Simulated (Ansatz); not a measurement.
# NaHCl2: relaxing a made-up structure, part 2 of 2

Starting from a made-up structure for NaHCl2, the aim is the relaxed cell, its shortest contacts and, where a second run follows, its electronic structure.

Ansatz 0.2.0; DFT, PBE, plane-wave PAW, files of the set soft_1, scalar-relativistic, no spin, cell and ions relaxed at zero pressure; PAW set soft_1 (the session's first sound run).

So far: The starting structure; Relaxing cell and atoms. The relaxed cell has a = 4.333, c = 17.774 Å (conventional setting).

### 3. Bands of the relaxed cell

With the geometry fixed, one more self-consistent run, with a narrower smearing and the mesh shown in its input, gives the bands, and its pressure, and its forces where symmetry allows any, show how far the geometry depends on these settings.

This step: DFT, PBE, plane-wave PAW, files of the set soft_1, scalar-relativistic, no spin, bands and density of states at the relaxed cell; PAW set soft_1 (Ansatz 0.2.0).

input.yaml reads:

```yaml
crystal:
  lattice:
    - [2.166461785, 1.2508072947, 5.9246492701]
    - [-2.166461785, 1.2508072947, 5.9246492701]
    - [0.0, -2.5016145895, 5.9246492701]
  atoms:
    - { symbol: Cl, position: [0.5877991585, 0.5877991585, 0.5877991585] }
    - { symbol: Cl, position: [0.4122008415, 0.4122008415, 0.4122008415] }
    - { symbol: Na, position: [0.0, 0.0, 0.0] }
    - { symbol: H, position: [0.5, 0.5, 0.5] }
kpoints:
  mp_grid: { grid: [8, 8, 8] }
  band_path:
    path:
      - [[0.0, 0.0, 0.0], [0.5, 0.0, 0.0], [0.5, 0.19638088, -0.19638088]]
      - [[0.80361912, 0.5, 0.19638088], [0.5, 0.5, 0.5], [0.0, 0.0, 0.0], [0.34819044, 0.0, -0.34819044]]
      - [[0.65180956, 0.34819044, 0.0], [0.5, 0.5, 0.0], [0.65180956, 0.65180956, 0.19638088], [0.5, 0.5, 0.5]]
      - [[0.5, 0.0, 0.0], [0.80361912, 0.34819044, 0.34819044]]
    npoints: 8
scf:
  occupations: { method: fermi_dirac, width: 0.03 }
  n_extra_bands: 8
hamiltonian:
  xc: pbe
  pseudopotentials: { kind: paw, azcp: { folder: soft_1 } }
output:
  forces: true
  stress: true
  write_bands: true
  dos: { projected: true }
  write_density: true
  write_potential: true
  elf: true
  volumetric_format: npy
```

Command:

```
> ansatz run input.yaml --threads 4 --pin off --max-ram 8192MiB --backend cpu --events-out ev --progress --plain --runs-dir out
```

Numbers of over 12 decimals in the logs are rounded to 6 here.

The program printed:

```text
[...]
Crystal: 4 atoms, lattice volume = 96.329 Å³
Basis set: ecut = 420 eV, 1861 PW (Γ), FFT grids on a1−a2, a2, −a2+a3, exchange–correlation on 60×90×60 points (8 copies of the dense FFT grid, shifted against one another)
Bands: 20, of which v1, the nominal top of the filled ones, is band 12 counted from 1 (11 counted from 0)
Symmetry: 12 space group operations
[...]
k-points: 65 of 512
[...]
SCF iter   1: F=—  HF=-3667.683925 eV  |F-HF|=—  |Δ(HF+E_count)|=         —  Δρ=6.06e-2  dr2=3.61e0  ethr=3.10e-3  ⟨swp⟩=5.8  Hψ=7358  notcnv=0
[...]
SCF iter   8: F=-3665.908758 eV  HF=-3665.908758 eV  |F-HF|=6.73e-9  |Δ(HF+E_count)|=   2.03e-7  Δρ=3.93e-6  dr2=9.20e-9  ethr=4.17e-10  ⟨swp⟩=17.9  Hψ=11744  notcnv=0
SCF 1 converged in 8 iterations: F = -3665.908758 eV  dr2 = 9.20e-9
[...]
NSCF: frozen V_eff on 76 k-points
SCF converged after 8 iterations
Free energy (F): -3665.908758 eV
[...]
Internal energy: -3665.908758 eV  (E = F + TS)
E sigma→0 (E₀):  -3665.908758 eV
Fermi energy:    1.663001 eV
[...]
--- Forces (eV/Å), atoms counted from 1 ---
  atom   1  Cl    -0.00000000    -0.00000000     0.00156368
  atom   2  Cl     0.00000000     0.00000000    -0.00156368
  atom   3  Na     0.00000000     0.00000000    -0.00000000
  atom   4  H      0.00000000     0.00000000     0.00000000
  max |Σ_I F_I| component: 9.25e-18 eV/Å
--- Stress (GPa, compression-positive) ---
        0.011683       0.000000       0.000000
        0.000000       0.011683       0.000000
        0.000000       0.000000      -0.012612
  P = ⅓ Tr σ = 0.0036 GPa (0.036 kbar)
--- Band table (eV; the first three rows and the last of 65) ---
  k-point 0: bands = [... 8 lower, -1.4741, -1.3991, -1.3991, -1.1091, 4.3210, 6.3856, 7.1954, 9.9109, ... 4 higher]
  k-point 1: bands = [... 8 lower, -1.5001, -1.4633, -1.4230, -1.1018, 4.6346, 6.4195, 7.5091, 9.1011, ... 4 higher]
  k-point 2: bands = [... 8 lower, -1.6153, -1.5562, -1.4852, -1.1573, 5.3031, 6.6723, 7.8580, 8.5107, ... 4 higher]
  k-point 64: bands = [... 8 lower, -1.7100, -1.7100, -1.1332, -1.1332, 5.2296, 5.9646, 7.3841, 9.6119, ... 4 higher]
```

It took 2.1 s on 4 threads of Intel Xeon Platinum 8488C (Sapphire Rapids), shared host; peak memory 0.55 GiB.

In the SCF lines HF is the Harris–Foulkes energy and dr2 the Hartree energy of the density residual, in eV; the loop may stop once dr2 is under the threshold and the program's other checks hold. Hψ counts applications of the Hamiltonian.

Numbers from this step:

```yaml
fermi_energy: 1.663 eV
pressure: 0.003585 GPa
gap_on_the_k_mesh: 5.408 eV
```

From bands.tsv. Electronic bands along the path, in eV, zero at the valence top; v1 is the highest filled band, c1 the lowest empty one:

| point | v4 | v3 | v2 | v1 | c1 | c2 | c3 | c4 |
| --- | --- | --- | --- | --- | --- | --- | --- | --- |
| Γ | -0.39 | -0.32 | -0.32 | -0.03 | 5.40 | 7.47 | 8.28 | 10.99 |
| halfway | -0.53 | -0.47 | -0.40 | -0.08 | 6.38 | 7.75 | 8.94 | 9.59 |
| L | -0.69 | -0.53 | -0.51 | -0.22 | 7.05 | 8.16 | 8.74 | 9.04 |
| halfway | -0.76 | -0.76 | -0.58 | -0.19 | 7.23 | 8.48 | 9.13 | 9.14 |
| B1 | -1.06 | -1.04 | -0.43 | -0.24 | 7.43 | 8.85 | 9.02 | 9.16 |
| jump to B | -1.06 | -1.04 | -0.43 | -0.24 | 7.43 | 8.85 | 9.02 | 9.16 |
| halfway | -0.98 | -0.79 | -0.28 | -0.15 | 7.28 | 8.00 | 8.04 | 9.57 |
| Z | -0.63 | -0.63 | -0.05 | -0.05 | 6.31 | 7.05 | 8.47 | 10.69 |
| halfway | -0.55 | -0.55 | -0.14 | -0.14 | 6.00 | 6.82 | 8.92 | 10.65 |
| Γ | -0.39 | -0.32 | -0.32 | -0.03 | 5.40 | 7.47 | 8.28 | 10.99 |
| halfway | -0.84 | -0.49 | -0.43 | -0.04 | 6.61 | 7.96 | 9.15 | 9.57 |
| X | -1.18 | -0.79 | -0.58 | -0.19 | 7.41 | 8.89 | 9.04 | 9.18 |
| jump to Q | -1.18 | -0.79 | -0.58 | -0.19 | 7.41 | 8.89 | 9.04 | 9.18 |
| halfway | -1.09 | -0.88 | -0.49 | -0.18 | 7.47 | 8.27 | 8.95 | 9.68 |
| F | -1.06 | -0.85 | -0.47 | -0.14 | 7.39 | 8.00 | 8.79 | 9.58 |
| halfway | -1.11 | -0.84 | -0.43 | -0.15 | 7.40 | 7.93 | 8.86 | 9.47 |
| P1 | -1.17 | -0.81 | -0.34 | -0.19 | 7.40 | 7.84 | 8.95 | 9.24 |
| halfway | -0.94 | -0.71 | -0.28 | -0.11 | 7.06 | 7.81 | 8.09 | 9.73 |
| Z | -0.63 | -0.63 | -0.05 | -0.05 | 6.31 | 7.05 | 8.47 | 10.69 |
| jump to L | -0.69 | -0.53 | -0.51 | -0.22 | 7.05 | 8.16 | 8.74 | 9.04 |
| halfway | -0.89 | -0.69 | -0.33 | -0.22 | 7.16 | 8.04 | 8.73 | 9.15 |
| P | -1.17 | -0.81 | -0.34 | -0.19 | 7.40 | 7.84 | 8.95 | 9.24 |

Counts of states for the cell as run, both spins, by energy window (eV from the valence-band top):

```
from  to  total
  -8  -7   0.00
  -7  -6   0.00
  -6  -5   0.00
  -5  -4   2.00
  -4  -3   0.00
  -3  -2   0.00
  -2  -1   2.28
  -1   0   7.72
   0   1   0.00
   1   2   0.00
   2   3   0.00
   3   4   0.00
   4   5   0.00
   5   6   0.07
   6   7   0.66
   7   8   2.31
   8   9   2.77
   9  10   2.15
```

Below -8 eV lie 12.0 more states.

Electrostatic potential energy in the ac plane of the conventional cell at fractional y = 0.000, with atoms of Cl and Na and H within 0.2 Å of it. With pseudopotentials it is smooth inside the atoms' cores, unlike the true potential.

Ten even steps from '0' (-39 eV) to '9' (6 eV), each cell a mean:
```
13789999999852
89999999999998
99999999999999
99999999999999
99999999999999
99999999999999
99999999999999
99999999999999
67899999999986
00389999999610
12689999999841
36999999999984
47899999999985
01489999999720
01489999999720
88999999999998
99999999999999
99999999999999
99999999999999
99999999999999
99999999999999
99999999999999
88999999999988
01689999999730
```
Columns run along a (4.3 Å; values clipped at the 3rd and 97th percentile), rows up along c (17.8 Å), edges of the conventional cell, whose origin can differ from the input's. Atoms in or near the plane, at fractional coordinates: Cl at (0.00, 0.59), Cl at (0.00, 0.41), Na at (0.00, 0.00), H at (0.00, 0.50).

Valence density in the ac plane of the conventional cell at fractional y = 0.000, with atoms of Cl and Na and H within 0.2 Å of it. It is the smooth field of the valence electrons, not physical close to the nuclei.

Ten steps, logarithmic in the rise over the least value, from '_' (0 e/Å³) to '@' (13 e/Å³), each cell a mean:
```
%%##--________________..++%%
__________..........________
__________........__________
____________________________
____________________________
__________..........________
__________..........________
____________________________
==--::..____________..::----
==++++--..________..::==++++
++++==::..__________..--==++
==--::..______________..::==
==--::..______________..--==
++++==--..__________::--++++
++++==--..________..::--++++
--::::..______________..::::
______________..____________
__________..........________
__________........__________
____________________________
____________________________
__________..........________
....______..........______..
@@%%==..______________::**@@
```
Columns run along a (4.3 Å), rows up along c (17.8 Å), edges of the conventional cell, whose origin can differ from the input's. Atoms in or near the plane, at fractional coordinates: Cl at (0.00, 0.59), Cl at (0.00, 0.41), Na at (0.00, 0.00), H at (0.00, 0.50).

ELF in the ac plane of the conventional cell at fractional y = 0.000, with atoms of Cl and Na and H within 0.2 Å of it. It is the smooth field of the valence electrons, not physical close to the nuclei.

Ten even steps from '_' (0.00) to '@' (0.87), each cell a mean:
```
++++--__..::----::..__..==++
______..++##%%%%##**--..____
______::==++******++--..____
__________........__________
________....::::::..________
______::++**######**--..____
______::==**######++--..____
::....____........______..::
%%%%##++::________..==**%%%%
++%%@@@@##--____..++%%@@@@**
##%%@@%%**--____..==##%%@@%%
@@%%++::..__________..--**@@
@@%%**--::________..::==##@@
**%%@@%%##--____..++%%@@@@##
**%%@@@@##--____..++%%@@@@##
####**==..__________::++**##
..______..::::::::..______..
______::++##%%%%##**==..____
______::==++******++--..____
__________........__________
________....::::::..________
______::++**######**--..____
....__..==**######++::____..
==++==____........____::++++
```
Columns run along a (4.3 Å), rows up along c (17.8 Å), edges of the conventional cell, whose origin can differ from the input's. Atoms in or near the plane, at fractional coordinates: Cl at (0.00, 0.59), Cl at (0.00, 0.41), Na at (0.00, 0.00), H at (0.00, 0.50).

### 4. Results

```json
{
 "space group, relaxed": "R-3m",
 "conventional cell": "a = 4.333, b = 4.333, c = 17.774 Å; α = 90.0°, β = 90.0°, γ = 120.0°",
 "volume per atom": "24.08 Å³ (guess 20.79)"
}
```

What this shows: NaHCl2 relaxes to R-3m with a = 4.333, b = 4.333 and c = 17.774 Å. The guessed volume was 14 % too small. The space group R-3m was held in the relaxation, so the end point is a stationary structure within it and may be a saddle against distortions or other arrangements. It has an indirect Kohn–Sham gap of 5.40 eV, which semilocal functionals understate. On the 8×8×8 mesh with the narrower smearing (relaxed on 8×8×8) the largest force component is 0.002 eV/Å and the largest stress component is 0.013 GPa, within the relaxation's thresholds of 0.015 eV/Å and 0.05 GPa. The cutoff wasn't tested. No dispersion term is used, so weakly bound directions may come out too long. Nothing here tests whether the compound is stable against decomposition.

[Logs are printed without paths, hosts, clocks, repeated set-up lines and the standing remarks that a program may print on its own settings, such as how far it seeks lower states.]

[Hosts, paths, dates, database ids (printed as entryN), source tags and the programs' standing remarks are cut or masked in the printed files.]
